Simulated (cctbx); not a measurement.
# Accept or mend?

Cell a = 3.5290 Å, b = 3.5290 Å, c = 3.5290 Å, α = 90.00°, β = 90.00°, γ = 90.00°; space group Pm-3m (no. 221).

The data are simulated with cctbx, not measured: Ag Kα, λ = 0.56087 Å, to d = 0.6 Å, 80 % of the full sphere, strongest reflection 40000 counts, noise from counting, a 3 % proportional error and a noise floor of 4 counts (s.d.); no absorption.

An anisotropic refinement with weights 1/σ² prints:

```text
Rint 0.029, 38 unique reflections to 0.61 A
cycle     R1     wR2    GooF  max shift (A)
   1  0.0303  0.0553   4.636   0.00000
   2  0.0193  0.0324   2.715   0.00000
final R1 0.0193 wR2 0.0324 GooF 2.715  parameters 4  data/parameter 9.5
atom        x        y        z      Ueq    occ   su(xyz)  su(Uiso or U11)
Co1    0.50000  0.00000  0.50000   0.0200  1.000  0.00000  0.0002
N1     0.50000  0.50000  0.50000   0.0257  1.000  0.00000  0.0009
C1     0.00000  0.00000  0.00000   0.0331  1.000  0.00000  0.0016
difference map: max 0.29 min -1.35 rms 0.21
Q1    0.2556  0.2556  0.2556    8    0.30  1.49 A from N1
Q2    0.5000  0.5000  0.5000    1    0.21  0.00 A from N1
Q3    0.0000  0.3135  0.3135   12    0.20  0.93 A from Co1
Q4    0.1007  0.1007  0.3925   24    0.17  1.47 A from C1
Q5    0.2457  0.2457  0.5000   12    0.15  1.25 A from Co1
Q6    0.0000  0.0000  0.5000    3    0.12  1.76 A from Co1
```

Q: Accept it or mend it, and why?

Mend it. The fault: wrong element: C1 is Be. Against the right model at the same level, R1 goes from 0.0045 to 0.0193 and GooF from 0.90 to 2.71, U of C1 swells from 0.0226 to 0.0331 Å² and a hole of -1.4 e/Å³ opens. C1 has 2 electrons too many and its U swells to shed them, as expected (near an absorption edge f′ can widen the mismatch well beyond the difference in Z).

The compound is BeCo3N. The right model at the same level gives:

```text
Rint 0.029, 38 unique reflections to 0.61 A
cycle     R1     wR2    GooF  max shift (A)
   1  0.0044  0.0108   0.903   0.00000
final R1 0.0045 wR2 0.0108 GooF 0.902  parameters 4  data/parameter 9.5
atom        x        y        z      Ueq    occ   su(xyz)  su(Uiso or U11)
Co1    0.50000  0.00000  0.50000   0.0194  1.000  0.00000  0.0001
N1     0.50000  0.50000  0.50000   0.0250  1.000  0.00000  0.0003
Be1    0.00000  0.00000  0.00000   0.0226  1.000  0.00000  0.0005
difference map: max 0.16 min -0.13 rms 0.04
Q1    0.2548  0.2548  0.2548    8    0.16  1.50 A from N1
Q2    0.5000  0.5000  0.5000    1    0.15  0.00 A from N1
Q3    0.0000  0.3196  0.3196   12    0.09  0.90 A from Co1
Q4    0.0000  0.0000  0.3827    6    0.05  1.35 A from Be1
Q5    0.1751  0.3075  0.5000   24    0.04  0.92 A from Co1
Q6    0.1289  0.1289  0.1289    8   -0.01  0.79 A from Be1
```

This is a model crystal, built by substitution and not relaxed, with assumed displacement parameters.

[Middle refinement cycles are left out of these outputs.]

[Logs are printed without paths, hosts, clocks, repeated set-up lines and the standing remarks that a program may print on its own settings, such as how far it seeks lower states.]
